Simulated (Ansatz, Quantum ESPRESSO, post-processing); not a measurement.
# Ballistic transmission: Co chain with one atom pushed 0.5 Å aside at constant bond length, part 4 of 4

Wanted: the transmission near the Fermi level and the conductance of this junction: Co chain with one atom pushed 0.5 Å aside at constant bond length.

Quantum ESPRESSO 7.5; plane-wave DFT, LDA, GBRV ultrasoft pseudopotentials; cross-check by Ansatz 0.2.0 with PAW datasets.

So far. Step 2 (Self-consistent run): The run needed 40 iterations to bring the estimated error under 1e-07 Ry; the largest force on any atom, held or free, is 0.19 eV/Å. The cell keeps a moment of 23.8 μB. Step 3 (The open system, spin up): At no point does T exceed the number of channels.

### Step 7. The same in Ansatz

As a check, the same structure is run in Ansatz.

Level of this step: plane-wave DFT, LDA, Ansatz PAW (Ansatz 0.2.0).

File input.yaml:

```yaml
crystal:
  lattice:
    - [7.5, 0.0, 0.0]
    - [0.0, 7.5, 0.0]
    - [0.0, 0.0, 23.5321047333]
  atoms:
    - { symbol: Co, position: [0.5, 0.5, 0.0], spin: 2.0 }
    - { symbol: Co, position: [0.5, 0.5, 0.0913645432], spin: 2.0 }
    - { symbol: Co, position: [0.5, 0.5, 0.1827290864], spin: 2.0 }
    - { symbol: Co, position: [0.5, 0.5, 0.2740936297], spin: 2.0 }
    - { symbol: Co, position: [0.5, 0.5, 0.3654581729], spin: 2.0 }
    - { symbol: Co, position: [0.566666667, 0.5, 0.4543177284], spin: 2.0 }
    - { symbol: Co, position: [0.5, 0.5, 0.5431772839], spin: 2.0 }
    - { symbol: Co, position: [0.5, 0.5, 0.6345418271], spin: 2.0 }
    - { symbol: Co, position: [0.5, 0.5, 0.7259063703], spin: 2.0 }
    - { symbol: Co, position: [0.5, 0.5, 0.8172709136], spin: 2.0 }
    - { symbol: Co, position: [0.5, 0.5, 0.9086354568], spin: 2.0 }
magnetization:
  spin_polarized: true
kpoints:
  mp_grid: { grid: [1, 1, 4] }
hamiltonian:
  xc: lda
scf:
  occupations: { method: fermi_dirac, width: 0.1 }
  convergence: { dr2_threshold: 1.0e-08 }
output:
  transmission:
    leads: [[0, 1]]
    e_range: [-2.0, 2.0]
    de: 0.05
    kmesh: [1, 1]
    reduced_basis: true
  write_potential: true
  write_density: true
  volumetric_format: npy
```

Run with:

```console
> ansatz run input.yaml --threads 4 --pin off --max-ram 8192MiB --backend cpu --events-out ev --progress --plain --runs-dir out
```

Numbers of over 12 decimals in the logs are rounded to 6 here.

Log:

```text
Engine: ansatz 0.2.0, x86_64-unknown-linux-gnu
Pseudopotentials: kind: paw
Pseudopotential: Co, paw, valence charge 17, recommended cutoff 420 eV (normal), Co.paw.azcp
Functional definition: SPW92
  exchange = slater_x
  correlation = pw_c
Crystal: 11 atoms, lattice volume = 1323.681 Å³
Basis set: ecut = 420 eV, 25887 PW (Γ)
Bands: 126, of which v1, the nominal top of the filled ones, is band 94 counted from 1 (93 counted from 0)
Symmetry: 4 space group operations
Space group: Pmm2 (ITA 25), of the structure as read, at distance tolerance 1.1e-4 Å
Magnetic group: BNS 25.57 (UNI 155), of the structure as read, at distance tolerance 1.1e-4 Å
k-points: 3 of 4
Non-local potential: Co, projectors of the file, l = 0: 3, l = 1: 2, l = 2: 3, l = 3: 1
PAW form: soft (Blöchl's): semilocal exchange-correlation on the pseudo side does not see the compensation charge
PAW frozen core: Co, regenerated for the run's functional, and the local potential with it (the file was generated under x = pbe(κ = 0.804, μ = 0.219515), c = pbe(β = 0.066725))
PAW one-centre angular grid: Co, 590 points (default); XC on 64 Gauss nodes
Initial density: superposition of atomic densities (neutral atoms: chi_scale 0, normalization atom)
Starting moments: Σ|m| = 22 μB on 11 of 11 sites
Initial wavefunctions: pseudopotential atomic-orbital guess
Functional: x = slater, c = lda
SCF iter   1: F=—  HF=-55636.120340 eV  |F-HF|=—  |Δ(HF+E_count)|=         —  Δρ=3.21e-2 (↑3.21e-2 ↓1.27e-2)  dr2=1.39e1  dr2_m=4.84e0  M=25.644 μB ∫|m|=25.722 μB  β_m=0.30  ethr=3.10e-3  ⟨swp⟩=10.3  Hψ=3148  notcnv=0  defer=16
Mixer restart at iter 1: flushing history
preconditioner: auto → LDOS  [metal: Δε(μ)=0.002 eV  Ē_g=4.165 eV  σ=0.100 eV  W_gap=0.01  n_scr=178 (ndim 8)  ℏωp=10.2 eV  f_vac=0.694  D(μ)=32.62/eV (n_scr^D=218)]
spin=Collinear: LDOS preconditioning applied to the charge; magnetization (m = ρ↑ − ρ↓) channel mixes plain (no charge-response kernel on spin).
SCF iter   2: F=—  HF=-55641.269703 eV  |F-HF|=—  |Δ(HF+E_count)|=    5.15e0  Δρ=1.73e-2 (↑1.73e-2 ↓1.13e-2)  dr2=4.18e0  dr2_m=2.14e0  M=25.506 μB ∫|m|=25.612 μB  β_m=0.52  ethr=3.10e-3  ⟨swp⟩=3.0  Hψ=1368  notcnv=0  defer=47
SCF iter   3: F=—  HF=-55647.340373 eV  |F-HF|=—  |Δ(HF+E_count)|=    6.07e0  Δρ=2.38e-3 (↑2.38e-3 ↓1.91e-3)  dr2=1.87e-1  dr2_m=8.59e-3  M=24.581 μB ∫|m|=24.776 μB  β_m=0.52  ethr=2.24e-3  ⟨swp⟩=3.0  Hψ=1284  notcnv=0  defer=47
SCF iter   4: F=—  HF=-55648.123287 eV  |F-HF|=—  |Δ(HF+E_count)|=   7.83e-1  Δρ=1.81e-3 (↑1.81e-3 ↓1.03e-3)  dr2=2.21e-2  dr2_m=1.10e-2  M=24.426 μB ∫|m|=24.643 μB  β_m=0.60  ethr=1.00e-4  ⟨swp⟩=3.2  Hψ=1498  notcnv=0  defer=51
SCF iter   5: F=—  HF=-55648.298435 eV  |F-HF|=—  |Δ(HF+E_count)|=   1.75e-1  Δρ=1.07e-3 (↑1.07e-3 ↓5.61e-4)  dr2=3.66e-3  dr2_m=6.43e-3  M=24.232 μB ∫|m|=24.448 μB  β_m=0.71  ethr=1.18e-5  ⟨swp⟩=2.0  Hψ=1047  notcnv=0  defer=51
SCF iter   6: F=—  HF=-55648.332722 eV  |F-HF|=—  |Δ(HF+E_count)|=   3.43e-2  Δρ=3.69e-4 (↑2.66e-4 ↓3.69e-4)  dr2=1.89e-3  dr2_m=5.29e-4  M=24.081 μB ∫|m|=24.296 μB  β_m=0.67  ethr=1.96e-6  ⟨swp⟩=2.5  Hψ=1470  notcnv=0  defer=51
SCF iter   7: F=—  HF=-55648.332963 eV  |F-HF|=—  |Δ(HF+E_count)|=   2.41e-4  Δρ=1.36e-4 (↑1.11e-4 ↓1.36e-4)  dr2=3.67e-4  dr2_m=2.21e-5  M=24.045 μB ∫|m|=24.259 μB  β_m=0.57  ethr=1.01e-6  ⟨swp⟩=2.2  Hψ=1223  notcnv=0  defer=51
SCF iter   8: F=—  HF=-55648.333015 eV  |F-HF|=—  |Δ(HF+E_count)|=   5.18e-5  Δρ=4.46e-5 (↑4.46e-5 ↓3.16e-5)  dr2=3.78e-5  dr2_m=4.68e-6  M=24.054 μB ∫|m|=24.268 μB  β_m=0.51  ethr=1.96e-7  ⟨swp⟩=2.0  Hψ=1024  notcnv=0  defer=51
SCF iter   9: F=—  HF=-55648.333044 eV  |F-HF|=—  |Δ(HF+E_count)|=   2.92e-5  Δρ=1.26e-5 (↑1.05e-5 ↓1.26e-5)  dr2=3.96e-6  dr2_m=5.58e-7  M=24.059 μB ∫|m|=24.274 μB  β_m=0.58  ethr=2.02e-8  ⟨swp⟩=1.0  Hψ=756  notcnv=0  defer=51
SCF iter  10: F=—  HF=-55648.333045 eV  |F-HF|=—  |Δ(HF+E_count)|=   1.12e-6  Δρ=3.26e-6 (↑3.25e-6 ↓3.26e-6)  dr2=2.32e-7  dr2_m=3.11e-8  M=24.061 μB ∫|m|=24.276 μB  β_m=0.60  ethr=2.12e-9  ⟨swp⟩=2.0  Hψ=977  notcnv=0  defer=51
SCF iter  11: F=—  HF=-55648.333045 eV  |F-HF|=—  |Δ(HF+E_count)|=   1.27e-7  Δρ=1.51e-6 (↑1.51e-6 ↓1.07e-6)  dr2=3.31e-8  dr2_m=7.15e-9  M=24.061 μB ∫|m|=24.275 μB  β_m=0.57  ethr=1.24e-10  ⟨swp⟩=1.7  Hψ=826  notcnv=0  defer=51
SCF iter  12: F=—  HF=-55648.333046 eV  |F-HF|=—  |Δ(HF+E_count)|=   9.42e-9  Δρ=4.45e-7 (↑4.45e-7 ↓3.57e-7)  dr2=2.07e-9  dr2_m=1.37e-9  M=24.061 μB ∫|m|=24.275 μB  β_m=0.69  ethr=1.77e-11  ⟨swp⟩=2.0  Hψ=1058  notcnv=0  defer=51
SCF iter  13: F=—  HF=-55648.333046 eV  |F-HF|=—  |Δ(HF+E_count)|=   3.83e-9  Δρ=3.45e-7 (↑1.49e-7 ↓3.45e-7)  dr2=1.12e-9  dr2_m=4.93e-10  M=24.061 μB ∫|m|=24.275 μB  β_m=0.77  ethr=1.11e-12  ⟨swp⟩=2.5  Hψ=1416  notcnv=0  defer=51
SCF iter  14: F=-55648.333046 eV  HF=-55648.333046 eV  |F-HF|=1.63e-9  |Δ(HF+E_count)|=  1.16e-10  Δρ=3.32e-7 (↑1.40e-7 ↓3.32e-7)  dr2=1.67e-9  dr2_m=2.80e-10  M=24.061 μB ∫|m|=24.275 μB  ethr=1.00e-12  ⟨swp⟩=15.2  Hψ=2931  notcnv=0
SCF 1 converged in 14 iterations: F = -55648.333046 eV  dr2 = 1.67e-9
  greatest PAW one-centre occupation: 1.004 electrons in one spin orbital (limit 2), on the Co atom at site 9 (counted from 0), in its partial waves of l = 1
transmission: 60 of 360 steps passed
transmission: 90 of 360 steps passed
[...]
transmission: 360 of 360 steps passed
SCF converged after 14 iterations
Magnetization: 24.0609 μB (105.5304 up, 81.4696 down)
Absolute magnetization: 24.2752 μB (∫|ρ↑−ρ↓|, with the PAW one-centre terms)
Spin contamination: 0.1515 ħ² per cell (⟨S²⟩ above its minimum at these occupations)
Per-site moments (μB) at R_I (Å): [(2.014120, 0.886875), (2.013486, 0.886875), (2.013619, 0.886875), (2.010089, 0.886875), (2.003781, 0.886875), (1.987337, 0.886875), (2.003781, 0.886875), (2.010089, 0.886875), (2.013619, 0.886875), (2.013486, 0.886875), (2.014120, 0.886875)]
Free energy (F): -55648.333046 eV
Harris-Foulkes:  -55648.333046 eV  (|F-HF|=1.63e-9)
Internal energy: -55647.353051 eV  (E = F + TS)
E sigma→0 (E₀):  -55647.843048 eV
Entropy (-TS):   -0.979995 eV (-89.090 meV/atom)
Fermi energy:    -2.758283 eV
--- Per-component energies (eV) ---
  E_band       = -6555.315140
  E_kinetic    = 4967.769790
  E_local      = -79542.202470  (includes V_loc(G=0)·N_el)
  E_nonlocal   = 5164.480376
  E_hartree    = 35280.707657
  E_xc         = -1676.992498
  E_vxc        = -2176.510852  (∫ρ·V_xc dr)
  E_paw        = -16060.448695  (= ΣΔE_a)
  E_vpaw       = -5530.269125  (= ΣTr[D̂ρ^β])
  E_aug_tail   = 0.000338  (compensation charges beyond the density's cutoff)
  E_ewald      = -3785.268305
  E_core_change = 4.600757  (= ΣΔE_core)
  E_smearing   = -0.979995  (= −TS)
  E_closure    = 0.000000  (closes the sum)
  Σ components = -55648.333046   (vs F -55648.333046, Δ=0.00e0)
--- Band table (eV; the first three rows and the last of 6) ---
  k-point 0 ↑: bands = [... 90 lower, -4.3922, -4.3738, -4.2466, -4.2437, -4.0616, -4.0425, -3.7883, -3.7613, ... 28 higher]
  k-point 1 ↑: bands = [... 90 lower, -4.4110, -4.2724, -4.2498, -4.2163, -4.0508, -3.9341, -3.8925, -3.8728, ... 28 higher]
  k-point 2 ↑: bands = [... 90 lower, -4.4530, -4.4087, -4.1220, -4.0858, -4.0595, -4.0311, -3.8235, -3.8202, ... 28 higher]
  k-point 2 ↓: bands = [... 90 lower, -2.4443, -2.4363, -2.3864, -2.3786, -2.3115, -2.2414, -2.1921, -2.1583, ... 28 higher]
--- Transmission ---
  basis      : 497 plane waves across, 30 finite elements along
  points     : 1, standing for a mesh of 1 x 1
  energies   : 81 from -2.000000 to 2.000000 eV about the Fermi level, 0.050000 eV apart; the leads are filled to 0.000000 eV, and channels, transmission and decay are at 0.000000 eV
  crystal 0  : Co1, at the sites [0, 1], period 2.1500 Å, over 21.50 Å; its Hamiltonian steps by up to 1.3 meV
    offset         : up to 0.0000 Å between an atom of the period and one for which it stands
    channels       : 1.000000e0 up, 6.000000e0 down
    conductance    : none, the energies end too early or step too widely for 300 K: set another output.transmission.e_range or a lower de, or, where they end at an eighth of basis.ecutwfc, a higher one
  junction   : crystal 0 to crystal 0, -0.38 to 21.00 Å
    transmission   : 9.958114e-1 up, 5.832717e0 down
    error estimate : 1.403311e-5 up, 4.330683e-4 down from the reduction of the transverse basis, at the most 2.050334e-3 at -0.150000 eV
    conductance    : none, the energies end too early or step too widely for 300 K: set another output.transmission.e_range or a lower de, or, where they end at an eighth of basis.ecutwfc, a higher one
```

The job ended after 1.7 min (4 threads of AMD EPYC 7B13 (Zen 3), shared host; peak memory 3 GiB; 6.2 min of CPU time).

Numbers from this step:

```
free energy                                  : -55648.3330 eV
energy at zero smearing                      : -55647.8430 eV
smearing term TS                             : 0.9800 eV
Fermi energy                                 : -2.758 eV
magnetization                                : 24.06 μB
absolute magnetization                       : 24.28 μB
symmetry operations                          : 4
transmission at the Fermi level, spin down   : 5.833
step of the lead's Hamiltonian over a period : 1.3 meV
```

Per spin. The transmission by energy, zero at the Fermi level:

```
energy (eV)     up   down
     -2.000   5.86  0.989
     -1.800   5.62  0.992
     -1.600   3.79   2.08
     -1.400   3.90   2.41
     -1.200   3.91   2.62
     -1.000   3.88   3.93
     -0.800   3.71   3.98
     -0.600  0.995   3.97
     -0.400  0.996   4.80
     -0.200  0.996   5.88
      0.000  0.996   5.83
      0.200  0.995   5.44
      0.400  0.994   3.27
      0.600  0.993   3.78
      0.800  0.992   3.78
      1.000  0.990   3.64
      1.200  0.989   2.06
      1.400  0.986  0.907
      1.600  0.982  0.965
      1.800  0.972  0.972
      2.000  0.907  0.972
```

Per spin. Open channels against energy, zero at the Fermi level:

```
energy (eV)  up  down
      -2.00   6     1
      -1.90   6     1
      -1.80   6     1
      -1.70   6     3
      -1.55   4     3
      -1.45   4     3
      -1.35   4     3
      -1.25   4     3
      -1.15   4     4
      -1.05   4     4
      -0.90   4     4
      -0.80   4     4
      -0.70   3     4
      -0.60   1     4
      -0.50   1     4
      -0.40   1     6
      -0.25   1     6
      -0.15   1     6
      -0.05   1     6
       0.00   1     6
       0.05   1     6
       0.15   1     6
       0.25   1     6
       0.40   1     4
       0.50   1     4
       0.60   1     4
       0.70   1     4
       0.80   1     4
       0.90   1     4
       1.05   1     4
       1.15   1     4
       1.25   1     3
       1.35   1     3
       1.45   1     1
       1.55   1     1
       1.70   1     1
       1.80   1     1
       1.90   1     1
       2.00   1     1
```

### Step 8. All levels side by side

All levels:

```
  step  T at the Fermi level (sum over the spins)  conductance (G0)  r.m.s. T(E) from the first  CPU time of the step (s)  peak memory (GiB)
Ansatz                                      6.829                 -                           0                     371.4              3.009
pwcond                                      6.838             3.419                      0.4482                     958.2                  -
```

Sum over both spins. Table of transmission by energy, zero at the Fermi level:

```
energy (eV)  Ansatz  pwcond
      -2.00    6.85    6.86
      -1.90    6.83    6.67
      -1.70    6.31    5.50
      -1.60    5.87    5.89
      -1.40    6.31    6.29
      -1.30    6.46    6.43
      -1.20    6.53    6.42
      -1.00    7.81    7.75
      -0.90    7.80    7.71
      -0.80    7.69    5.84
      -0.60    4.96    4.81
      -0.50    4.95    4.95
      -0.30    6.68    6.47
      -0.20    6.87    6.84
      -0.10    6.89    6.89
       0.00    6.83    6.84
       0.10    6.68    6.73
       0.20    6.43    6.51
       0.30    5.98    6.09
       0.50    4.70    4.66
       0.60    4.78    4.77
       0.70    4.79    4.79
       0.80    4.77    4.78
       0.90    4.72    4.74
       1.00    4.64    4.65
       1.20    3.05    3.24
       1.30    3.11    3.16
       1.40    1.89    2.97
       1.60    1.95    1.94
       1.70    1.95    1.94
       1.90    1.93    1.92
       2.00    1.88    1.83
```

### Step 9. Worked from the printed numbers

G = 3.42 × 77.48 µS = 265 µS a cell, a resistance of 3.77 kΩ.

### Step 10. Outcome

```
conductance from T at the Fermi level, a cell (G₀ = 2e²/h) : 3.42 G₀
spin polarisation of the transmission                      : -0.71
the same conductance by Ansatz                             : 3.41 G₀
```

In words: The junction conducts 3.42 G₀ a cell at the Fermi level (LDA, GBRV ultrasoft). At the Fermi level the junction passes 98 % of what the leads offer, nearly all. At the Fermi level pwcond and Ansatz differ by 0.15 %, a close match. Away from the Fermi level the two curves part, by 0.45 in r.m.s. Over -2 to 2 eV, T lies between 0.86 and 5.9 for spin up and 0.94 and 5.9 for spin down. The geometry is as built, not relaxed, and the leads are short.

[Logs are printed without paths, hosts, clocks, repeated set-up lines and the standing remarks that a program may print on its own settings, such as how far it seeks lower states.]

[Hosts, paths, dates, database ids (printed as entryN), source tags and the programs' standing remarks are cut or masked in the printed files.]

[Maps of the electrostatic potential energy from Ansatz leave out the sawtooth potential of an applied field or a dipole correction, so their vacuum need not be flat; planar profiles and work functions include it.]
